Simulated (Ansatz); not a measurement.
## TaSi2N4 monolayer in a perpendicular field

Aim: how the TaSi2N4 monolayer screens a field along its normal, and what the field does to its bands. A positive field points along +c.

Main program and level: Ansatz 0.2.0; plane-wave DFT, PBE-D3(BJ), Ansatz PAW.

### 1. Starting point

The cell holds 7 atoms: 4 N, 2 Si and 1 Ta. Cell: a = 2.920 Å, b = 2.920 Å, c = 45.628 Å, α = 90.0°, β = 90.0°, γ = 120.0°. Vacuum lies along c.

Structure file:

```cif
data_structure
_symmetry_space_group_name_H-M 'P 1'
_symmetry_Int_Tables_number 1
_cell_length_a 2.9200
_cell_length_b 2.9200
_cell_length_c 45.6276
_cell_angle_alpha 90.000
_cell_angle_beta 90.000
_cell_angle_gamma 120.000
_cell_volume 336.92
loop_
_atom_site_label
_atom_site_type_symbol
_atom_site_fract_x
_atom_site_fract_y
_atom_site_fract_z
_atom_site_occupancy
N1 N 0.00000 0.00000 0.41970 1
Si2 Si 0.33333 0.66667 0.42999 1
N3 N 0.33333 0.66667 0.46834 1
Ta4 Ta 0.00000 0.00000 0.50000 1
N5 N 0.33333 0.66667 0.53166 1
Si6 Si 0.33333 0.66667 0.57001 1
N7 N 0.00000 0.00000 0.58030 1
```

### 2. Relaxation

The starting cell is a guess, so the in-plane lattice and the atoms are relaxed first, with the slab cut off from its images along the normal.

input.yaml reads:

```yaml
crystal:
  lattice:
    - [2.92, 0.0, 0.0]
    - [-1.46, 2.5287941791, 0.0]
    - [0.0, 0.0, 45.6276474669]
  atoms:
    - { symbol: "N", position: [0.0, 0.0, 0.4197016735] }
    - { symbol: Si, position: [0.3333333333, 0.6666666667, 0.4299900032] }
    - { symbol: "N", position: [0.3333333333, 0.6666666667, 0.4683439421] }
    - { symbol: Ta, position: [0.0, 0.0, 0.5], spin: 1.0 }
    - { symbol: "N", position: [0.3333333333, 0.6666666667, 0.5316560579] }
    - { symbol: Si, position: [0.3333333333, 0.6666666667, 0.5700099968] }
    - { symbol: "N", position: [0.0, 0.0, 0.5802983265] }
  periodic: [true, true, false]
magnetization:
  spin_polarized: true
kpoints:
  mp_grid: { grid: [12, 12, 1] }
hamiltonian:
  xc: pbe
  dispersion: d3bj
scf:
  occupations: { method: fermi_dirac, width: 0.05 }
  convergence: { dr2_threshold: 1.0e-09 }
relax:
  f_tol: 0.004
  max_steps: 90
  cell: {}
output:
  write_potential: true
  write_density: true
  volumetric_format: npy
```

Started as:

```sh
$ ansatz run input.yaml --threads 2 --pin off --max-ram 3072MiB --backend cpu --events-out ev --progress --plain --runs-dir out
```

Numbers of over 12 decimals in the logs are rounded to 6 here.

The log of the run:

```text
Warning: relax.cell: scf.convergence.dr2_threshold = 1e-9 eV is looser than the 2.3314109548e-10 eV advised for a relaxation that steers and ends on the stress (1e-10 eV for each atom of the cell: 7, times the square of relax.cell.stress_2d_tol = 0.05 N/m over 17.3 Å (the atoms' height at the walk's start and 5 Å past either face), 2.886e-2 GPa, over a crystal's default 0.05). What an SCF threshold leaves in a stress goes as its square root, and in the free energy as the threshold itself, and one threshold admits the most on a small cell: [figures from the program's tests cut] Set scf.convergence.dr2_threshold to 2.3314109548e-10 eV or tighter. [rest of the remark cut]
Engine: ansatz 0.2.0, aarch64-unknown-linux-gnu
Pseudopotentials: kind: paw
Pseudopotential: N, paw, valence charge 5, recommended cutoff 420 eV (normal), N.paw.azcp
Pseudopotential: Si, paw, valence charge 4, recommended cutoff 420 eV (normal), Si.paw.azcp
Pseudopotential: Ta, paw, valence charge 13, recommended cutoff 420 eV (normal), Ta.paw.azcp
Functional definition: PBE
  parameter kappa = 0.804
  parameter beta = 0.066725
  exchange = pbe_x(kappa = kappa, mu = beta*pi^2/3)
  correlation = pbe_c(beta = beta)
Crystal: 7 atoms, lattice volume = 336.918 Å³
Basis set: ecut = 420 eV, 6525 PW (Γ), exchange–correlation on 40×40×640 points (8 copies of the dense FFT grid, shifted against one another)
Bands: 28, of which v1, the nominal top of the filled ones, is band 21 counted from 1 (20 counted from 0)
Symmetry: 12 space group operations
Space group: P-6m2 (ITA 187), of the structure as read, at distance tolerance 7.0e-5 Å
Magnetic group: BNS 187.209 (UNI 1439), of the structure as read, at distance tolerance 7.0e-5 Å
k-points: 19 of 144 (time reversal used)
Non-local potential: N, projectors of the file, l = 0: 2, l = 1: 2, l = 2: 1
Non-local potential: Si, projectors of the file, l = 0: 2, l = 1: 2, l = 2: 2
Non-local potential: Ta, projectors of the file, l = 0: 3, l = 1: 2, l = 2: 2, l = 3: 1
PAW form: soft (Blöchl's): semilocal exchange-correlation on the pseudo side does not see the compensation charge
PAW one-centre angular grid: N, 110 points (default); XC on 64 Gauss nodes
PAW one-centre angular grid: Si, 110 points (default); XC on 64 Gauss nodes
PAW one-centre angular grid: Ta, 590 points (default); XC on 64 Gauss nodes
Initial density: superposition of atomic densities (neutral atoms: chi_scale 0, normalization atom)
Starting moments: Σ|m| = 1 μB on 1 of 7 sites
Initial wavefunctions: pseudopotential atomic-orbital guess
Functional: x = pbe(κ = 0.804, μ = 0.219515), c = pbe(β = 0.066725)
SCF iter   1: F=—  HF=-12755.171247 eV  |F-HF|=—  |Δ(HF+E_count)|=         —  Δρ=4.22e-2 (↑4.22e-2 ↓4.17e-2)  dr2=2.75e1  dr2_m=4.34e-2  M=0.741 μB ∫|m|=0.771 μB  β_m=0.30  ethr=3.10e-3  ⟨swp⟩=13.8  Hψ=9281  notcnv=0  defer=7
Mixer restart at iter 1: flushing history
preconditioner: auto → LDOS  [metal: Δε(μ)=0.046 eV  Ē_g=13.255 eV  σ=0.050 eV  W_gap=0.22  n_scr=26 (ndim 8)  ℏωp=11.6 eV  f_vac=0.752  D(μ)=1.22/eV (n_scr^D=10)]
spin=Collinear: LDOS preconditioning applied to the charge; magnetization (m = ρ↑ − ρ↓) channel mixes plain (no charge-response kernel on spin).
SCF iter   2: F=—  HF=-12748.600036 eV  |F-HF|=—  |Δ(HF+E_count)|=    6.57e0  Δρ=1.73e-2 (↑1.73e-2 ↓1.69e-2)  dr2=4.81e0  dr2_m=2.05e-2  M=0.744 μB ∫|m|=0.767 μB  β_m=0.39  ethr=3.10e-3  ⟨swp⟩=5.4  Hψ=3696  notcnv=0  defer=60
SCF iter   3: F=—  HF=-12747.587502 eV  |F-HF|=—  |Δ(HF+E_count)|=    1.01e0  Δρ=6.78e-3 (↑6.64e-3 ↓6.78e-3)  dr2=3.83e-1  dr2_m=5.26e-3  M=0.737 μB ∫|m|=0.748 μB  β_m=0.55  ethr=3.10e-3  ⟨swp⟩=4.8  Hψ=2945  notcnv=0  defer=61
SCF iter   4: F=—  HF=-12747.565087 eV  |F-HF|=—  |Δ(HF+E_count)|=   2.24e-2  Δρ=1.67e-3 (↑1.67e-3 ↓1.66e-3)  dr2=2.95e-2  dr2_m=7.73e-4  M=0.733 μB ∫|m|=0.737 μB  β_m=0.58  ethr=9.35e-4  ⟨swp⟩=3.2  Hψ=1967  notcnv=0  defer=61
SCF iter   5: F=—  HF=-12747.570054 eV  |F-HF|=—  |Δ(HF+E_count)|=         —  Δρ=6.06e-4 (↑6.06e-4 ↓5.68e-4)  dr2=1.01e-3  dr2_m=4.88e-4  M=0.710 μB ∫|m|=0.713 μB  β_m=0.58  ethr=7.20e-5  ⟨swp⟩=3.5  Hψ=2773  notcnv=0  defer=58
SCF iter   6: F=—  HF=-12747.570926 eV  |F-HF|=—  |Δ(HF+E_count)|=   8.71e-4  Δρ=3.27e-4 (↑3.15e-4 ↓3.27e-4)  dr2=2.85e-4  dr2_m=1.68e-4  M=0.710 μB ∫|m|=0.713 μB  β_m=0.79  ethr=2.47e-6  ⟨swp⟩=3.7  Hψ=2432  notcnv=0  defer=58
SCF iter   7: F=—  HF=-12747.571590 eV  |F-HF|=—  |Δ(HF+E_count)|=   6.65e-4  Δρ=6.27e-5 (↑6.27e-5 ↓6.19e-5)  dr2=1.30e-5  dr2_m=6.10e-6  M=0.713 μB ∫|m|=0.716 μB  β_m=0.89  ethr=6.94e-7  ⟨swp⟩=3.1  Hψ=2283  notcnv=0  defer=58
SCF iter   8: F=—  HF=-12747.571427 eV  |F-HF|=—  |Δ(HF+E_count)|=   1.63e-4  Δρ=2.90e-5 (↑2.29e-5 ↓2.90e-5)  dr2=2.43e-6  dr2_m=1.67e-6  M=0.716 μB ∫|m|=0.719 μB  β_m=0.95  ethr=3.17e-8  ⟨swp⟩=3.6  Hψ=2612  notcnv=0  defer=58
SCF iter   9: F=—  HF=-12747.571438 eV  |F-HF|=—  |Δ(HF+E_count)|=   1.07e-5  Δρ=1.69e-5 (↑1.40e-5 ↓1.69e-5)  dr2=3.52e-7  dr2_m=6.90e-7  M=0.719 μB ∫|m|=0.722 μB  β_m=0.97  ethr=5.93e-9  ⟨swp⟩=3.5  Hψ=2389  notcnv=0  defer=58
SCF iter  10: F=—  HF=-12747.571441 eV  |F-HF|=—  |Δ(HF+E_count)|=   2.77e-6  Δρ=7.31e-6 (↑5.77e-6 ↓7.31e-6)  dr2=4.29e-7  dr2_m=9.15e-8  M=0.722 μB ∫|m|=0.725 μB  β_m=0.86  ethr=8.58e-10  ⟨swp⟩=4.8  Hψ=2980  notcnv=0  defer=58
SCF iter  11: F=—  HF=-12747.571441 eV  |F-HF|=—  |Δ(HF+E_count)|=   2.01e-7  Δρ=2.48e-6 (↑1.99e-6 ↓2.48e-6)  dr2=3.38e-8  dr2_m=1.11e-8  M=0.723 μB ∫|m|=0.726 μB  β_m=0.84  ethr=8.58e-10  ⟨swp⟩=3.2  Hψ=2399  notcnv=0  defer=58
SCF iter  12: F=—  HF=-12747.571441 eV  |F-HF|=—  |Δ(HF+E_count)|=   1.49e-7  Δρ=8.56e-7 (↑8.56e-7 ↓6.71e-7)  dr2=4.76e-9  dr2_m=4.65e-10  M=0.723 μB ∫|m|=0.726 μB  β_m=0.78  ethr=8.25e-11  ⟨swp⟩=3.4  Hψ=2506  notcnv=0  defer=58
SCF iter  13: F=-12747.571441 eV  HF=-12747.571441 eV  |F-HF|=1.81e-8  |Δ(HF+E_count)|=   4.71e-8  Δρ=2.66e-7 (↑2.15e-7 ↓2.66e-7)  dr2=2.29e-10  dr2_m=8.98e-11  M=0.723 μB ∫|m|=0.727 μB  ethr=2.44e-12  ⟨swp⟩=10.7  Hψ=9773  notcnv=0
SCF 1 converged in 13 iterations: F = -12747.571441 eV  dr2 = 2.29e-10
  greatest PAW one-centre occupation: 0.999 electrons in one spin orbital (limit 2), on the Ta atom at site 3 (counted from 0), in its partial waves of l = 0
relax step   1: F+E_penalty+E_count = -12747.57144092 eV  Δ(F+E_penalty+E_count) = +0.000e0 eV  max|allowed force component| = 3.370e0 eV/Å  Δτ_max = 0.0000 Å  P = +2.599 N/m  Ω = 336.918 Å³  fix = [c, alpha, beta]  reactions: c +0.000 N/m  (13 SCF iters, accepted)
Crystal: 7 atoms, lattice volume = 339.841 Å³
[...]
relax step   8: F+E_penalty+E_count = -12748.35490420 eV  Δ(F+E_penalty+E_count) = +7.992e-5 eV  max|allowed force component| = 8.582e-5 eV/Å  Δτ_max = 0.0004 Å  P = +0.002 N/m  Ω = 344.008 Å³  energy of the carried Pulay correction = -9.390e-5 eV  fix = [c, alpha, beta]  reactions: c +0.000 N/m  (7 SCF iters, accepted)
iter 1 solved again at ethr=1.44e-7 eV; its pass at ethr=3.10e-3 eV (dr2=5.92e-5 eV) is discarded
SCF iter   1: F=—  HF=-12748.354797 eV  |F-HF|=—  |Δ(HF+E_count)|=         —  Δρ=5.13e-6 (↑5.13e-6 ↓5.08e-6)  dr2=9.25e-9  dr2_m=1.17e-10  M=0.694 μB ∫|m|=0.702 μB  β_m=0.65  ethr=1.44e-7  ⟨swp⟩=7.7  Hψ=16177  notcnv=0
eigensolver tolerance schedule: the retry pair's looser diagonalisation over-reported the residual by 6404.42 of it (diagonalisation noise at 0.43 of the residual, at the tolerance the schedule requests for it); recorded, not acted on — ethr = c·dr2/N_el stays at c = 1.0e-1
preconditioner: auto → LDOS  [metal: Δε(μ)=0.023 eV  Ē_g=12.330 eV  σ=0.050 eV  W_gap=0.11  n_scr=26 (ndim 8)  ℏωp=11.5 eV  f_vac=0.768  D(μ)=2.27/eV (n_scr^D=14)]
spin=Collinear: LDOS preconditioning applied to the charge; magnetization (m = ρ↑ − ρ↓) channel mixes plain (no charge-response kernel on spin).
SCF iter   2: F=—  HF=-12748.354964 eV  |F-HF|=—  |Δ(HF+E_count)|=   1.67e-4  Δρ=1.82e-6 (↑1.82e-6 ↓1.80e-6)  dr2=2.12e-9  dr2_m=6.84e-11  M=0.694 μB ∫|m|=0.702 μB  β_m=0.55  ethr=2.26e-11  ⟨swp⟩=6.4  Hψ=4457  notcnv=0
SCF iter   3: F=—  HF=-12748.354986 eV  |F-HF|=—  |Δ(HF+E_count)|=   2.15e-5  Δρ=8.21e-7 (↑8.21e-7 ↓8.14e-7)  dr2=3.05e-10  dr2_m=4.32e-11  M=0.694 μB ∫|m|=0.702 μB  β_m=0.63  ethr=5.18e-12  ⟨swp⟩=4.1  Hψ=2443  notcnv=0
iter 4 met the thresholds in force, and the SCF goes on: an eigenvalue changes by 2.30 meV, over its tolerance of 0.05 meV (output.eigenvalues, Limitations)
SCF iter   4: F=-12748.354997 eV  HF=-12748.354996 eV  |F-HF|=4.30e-7  |Δ(HF+E_count)|=   1.08e-5  Δρ=1.07e-7 (↑1.02e-7 ↓1.07e-7)  dr2=1.44e-11  dr2_m=1.64e-11  M=0.694 μB ∫|m|=0.702 μB  β_m=0.69  ethr=1.00e-12  ⟨swp⟩=17.4  Hψ=10619  notcnv=0
iter 5 met the thresholds in force, and the SCF goes on: an eigenvalue changes by 1.80 meV, over its tolerance of 0.05 meV (output.eigenvalues, Limitations)
SCF iter   5: F=-12748.354997 eV  HF=-12748.354997 eV  |F-HF|=6.33e-8  |Δ(HF+E_count)|=   3.67e-7  Δρ=6.23e-8 (↑5.38e-8 ↓6.23e-8)  dr2=2.91e-12  dr2_m=9.53e-12  M=0.694 μB ∫|m|=0.702 μB  β_m=1.00  ethr=1.00e-12  ⟨swp⟩=10.8  Hψ=7471  notcnv=0
Mixer restart at iter 5: flushing history
SCF iter   6: F=-12748.354997 eV  HF=-12748.354997 eV  |F-HF|=1.86e-10  |Δ(HF+E_count)|=   6.32e-8  Δρ=4.90e-8 (↑4.90e-8 ↓3.54e-8)  dr2=1.26e-11  dr2_m=4.56e-12  M=0.694 μB ∫|m|=0.702 μB  ethr=1.00e-12  ⟨swp⟩=10.5  Hψ=7586  notcnv=0
SCF 9 converged in 6 iterations: F = -12748.354997 eV  dr2 = 1.26e-11
relax step   9: F+E_penalty+E_count = -12748.35499677 eV  Δ(F+E_penalty+E_count) = -9.257e-5 eV  max|allowed force component| = 8.008e-5 eV/Å  Δτ_max = 0.0000 Å  P = +0.003 N/m  Ω = 344.008 Å³  fix = [c, alpha, beta]  reactions: c +0.000 N/m  stress off target by 2.91e-3 N/m on what of the cell is left free  SCF on the basis re-selected at this cell (its energy is not comparable with the rows above)  (6 SCF iters)
basis re-selected at this cell: Δ(F+E_penalty+E_count) = -9.257e-5 eV, ΔP = +0.001 N/m vs the last step (what re-selecting the basis moved, of the pressure what is left beyond the Pulay correction that the steps carried, after the strain that the cell walked since its last selection, with what the two solves' SCF thresholds leave and, on support functions, any second-order correction that the steps lacked; it is no m [...]
WARN: The output density's exchange-correlation potential varies sharply where the density is thin. Do not read a vacuum level from v_tot or v_xc, or from such a field of the output density. On a cell that repeats whose density bears no net charge and no dipole along the vacuum's axis use v_es (v_loc + v_h of the components); under efield.dipole_correction with no amplitude use v_es + v_field, which holds any externa [...]
SCF converged after 6 iterations
an eigenvalue changed by more than its tolerance at an iteration that met the thresholds in force, so the SCF went on 2 times, its first undamped step at iteration 5: the last check found none over its tolerance
Magnetization: 0.6944 μB (20.8472 up, 20.1528 down)
Absolute magnetization: 0.7024 μB (∫|ρ↑−ρ↓|, with the PAW one-centre terms)
Spin contamination: 0.0023 ħ² per cell (⟨S²⟩ above its minimum at these occupations)
Per-site moments (μB) at R_I (Å): [(0.00755843, 0.732819), (0.002697, 0.721586), (0.011293, 0.721586), (0.233465, 0.873377), (0.011293, 0.721586), (0.002697, 0.721586), (0.00755843, 0.732819)]
Free energy (F): -12748.354997 eV
Harris-Foulkes:  -12748.354997 eV  (|F-HF|=1.86e-10)
Internal energy: -12748.337525 eV  (E = F + TS)
E sigma→0 (E₀):  -12748.346261 eV
Entropy (-TS):   -0.017472 eV (-2.496 meV/atom)
Fermi energy:    -5.315108 eV
--- Per-component energies (eV) ---
  E_band       = -809.509126
  E_kinetic    = 990.489818
  E_local      = -177903.077425  (includes V_loc(G=0)·N_el)
  E_nonlocal   = 244.573354
  E_hartree    = 88332.827914
  E_xc         = -574.644568
  E_vxc        = -610.472932  (∫ρ·V_xc dr)
  E_paw        = -9933.108594  (= ΣΔE_a)
  E_vpaw       = -196.678025  (= ΣTr[D̂ρ^β])
  E_aug_tail   = 0.000614  (compensation charges beyond the density's cutoff)
  E_ewald      = 86096.403327
  E_disp       = -1.801965  (pairwise vdW)
  E_smearing   = -0.017472  (= −TS)
  E_closure    = -0.000000  (closes the sum)
  Σ components = -12748.354997   (vs F -12748.354997, Δ=0.00e0)
--- Forces (eV/Å), atoms counted from 1 ---
  atom   1  N     -0.00000000    -0.00000000    -0.00005432
  atom   2  Si     0.00000000     0.00000000     0.00008008
  atom   3  N     -0.00000000    -0.00000000    -0.00000090
  atom   4  Ta    -0.00000000    -0.00000000     0.00000000
  atom   5  N     -0.00000000    -0.00000000     0.00000090
  atom   6  Si     0.00000000     0.00000000    -0.00008008
  atom   7  N     -0.00000000    -0.00000000     0.00005432
  max |Σ_I F_I| component: 8.14e-16 eV/Å
--- 2D stress c σ (N/m, compression-positive) ---
        0.002906      -0.000000       0.000000
        0.000000       0.002906       0.000000
        0.000000       0.000000       0.000000
  P = ½ c Tr σ = 0.0029 N/m
--- Band table (eV; the first three rows and the last of 38) ---
  k-point 0 ↑: bands = [... 17 lower, -7.6245, -7.5312, -7.5312, -4.7726, -1.6855, -1.6846, -1.6803, -1.6803, ... 3 higher]
  k-point 1 ↑: bands = [... 17 lower, -7.7947, -7.6664, -7.4191, -4.8378, -2.1202, -1.6532, -1.5748, -1.0184, ... 3 higher]
  k-point 2 ↑: bands = [... 17 lower, -8.0732, -8.0042, -7.4712, -5.2463, -2.1363, -1.5471, -1.4843, -0.3365, ... 3 higher]
  k-point 18 ↓: bands = [... 17 lower, -9.3404, -7.4289, -6.6513, -4.5013, -1.6272, -1.2515, 0.0707, 0.4231, ... 3 higher]
  the weakly bound empty levels are not read free of the cell's end (no_gap_told)
--- Relaxed structure (7 steps of the walk, 7 accepted, 2 SCFs on fresh bases) ---
  F+E_penalty+E_count = -12748.35499677 eV   max|allowed force component| = 8.008e-5 eV/Å   (the final SCF, on the basis selected at the relaxed cell)
  cell:  # Å, volume = 344.0075 Å³
    - [2.950561, 0, 0.0]
    - [-1.475281, 2.555261, 0.0]
    - [0.0, 0.0, 45.6276474669]
  atoms:
    - { symbol: N, position: [1.0573552618554984e-17, -5.1357255561990634e-17, 0.423056] }
    - { symbol: Si, position: [0.333333, 0.666667, 0.434105] }
    - { symbol: N, position: [0.333333, 0.666667, 0.472443] }
    - { symbol: Ta, position: [1.0573552618555015e-17, -5.1357255561990634e-17, 0.5] }
    - { symbol: N, position: [0.333333, 0.666667, 0.527557] }
    - { symbol: Si, position: [0.333333, 0.666667, 0.565895] }
    - { symbol: N, position: [1.0573552618554984e-17, -5.1357255561990634e-17, 0.576944] }
```

Run time: 6.6 min. Hardware: 2 threads of Arm Neoverse N1, shared host; peak memory 0.73 GiB.

The steps of the relaxation:

```
step  energy less that of the first step (eV)  largest force component (eV/Å)  volume (Å³)
   1                                   0.0000                          3.3696       336.92
   2                                  -0.7605                          0.5729       339.84
   3                                  -0.7757                          0.2843       342.91
   4                                  -0.7781                          0.0577       343.94
   5                                  -0.7783                          0.0043       343.87
   6                                  -0.7784                          0.0001       343.86
  7*                                  -0.7835                          0.0002       343.86
   8                                  -0.7835                          0.0001       344.01
  9*                                  -0.7836                          0.0001       344.01
```

Relaxation steps marked * repeat the geometry before them on a plane-wave basis chosen anew for their cell, so energy and pressure can jump there.

Forces are held to the 12 operations that the run works with; a distortion that breaks them can't arise in this run.

```
cell as run  before  after  change
      a (Å)   2.920  2.951  +1.0 %
      b (Å)   2.920  2.951  +1.0 %
```

The atoms that moved most (Å, along periodic axes as changes of fractional coordinates times the final cell, across vacuum about the mean position):

```
atom     dx     dy      dz  length
 Si6  0.000  0.000  -0.188   0.188
 Si2  0.000  0.000   0.188   0.188
  N3  0.000  0.000   0.187   0.187
  N5  0.000  0.000  -0.187   0.187
  N7  0.000  0.000  -0.153   0.153
  N1  0.000  0.000   0.153   0.153
```

The relaxed structure:

```xyz
7
Lattice="2.9506 0.0000 0.0000 -1.4753 2.5553 0.0000 0.0000 0.0000 45.6276" Properties=species:S:1:pos:R:3
N     0.0000    0.0000   19.3031
Si    0.0000    1.7035   19.8072
N     0.0000    1.7035   21.5565
Ta    0.0000    0.0000   22.8138
N     0.0000    1.7035   24.0712
Si    0.0000    1.7035   25.8205
N     0.0000    0.0000   26.3246
```

Numbers from this step:

| Item | Value |
| --- | --- |
| energy at zero smearing | -12748.3463 eV |
| total moment | 0.6944 μB |
| site moments | 0.007558, 0.002697, 0.01129, 0.2335, 0.01129, 0.002697, 0.007558 μB |

Site moment by atom:

```
atom  site moment (μB)
  N1             0.008
 Si2             0.003
  N3             0.011
 Ta4             0.233
  N5             0.011
 Si6             0.003
  N7             0.008
```

The lattice constant a goes from 2.920 to 2.951 Å.

[end of part 1 of 3]

[Logs are printed without paths, hosts, clocks, repeated set-up lines and the standing remarks that a program may print on its own settings, such as how far it seeks lower states.]

[Hosts, paths, dates, database ids (printed as entryN), source tags and the programs' standing remarks are cut or masked in the printed files.]

[Maps of the electrostatic potential energy from Ansatz leave out the sawtooth potential of an applied field or a dipole correction, so their vacuum need not be flat; planar profiles and work functions include it.]
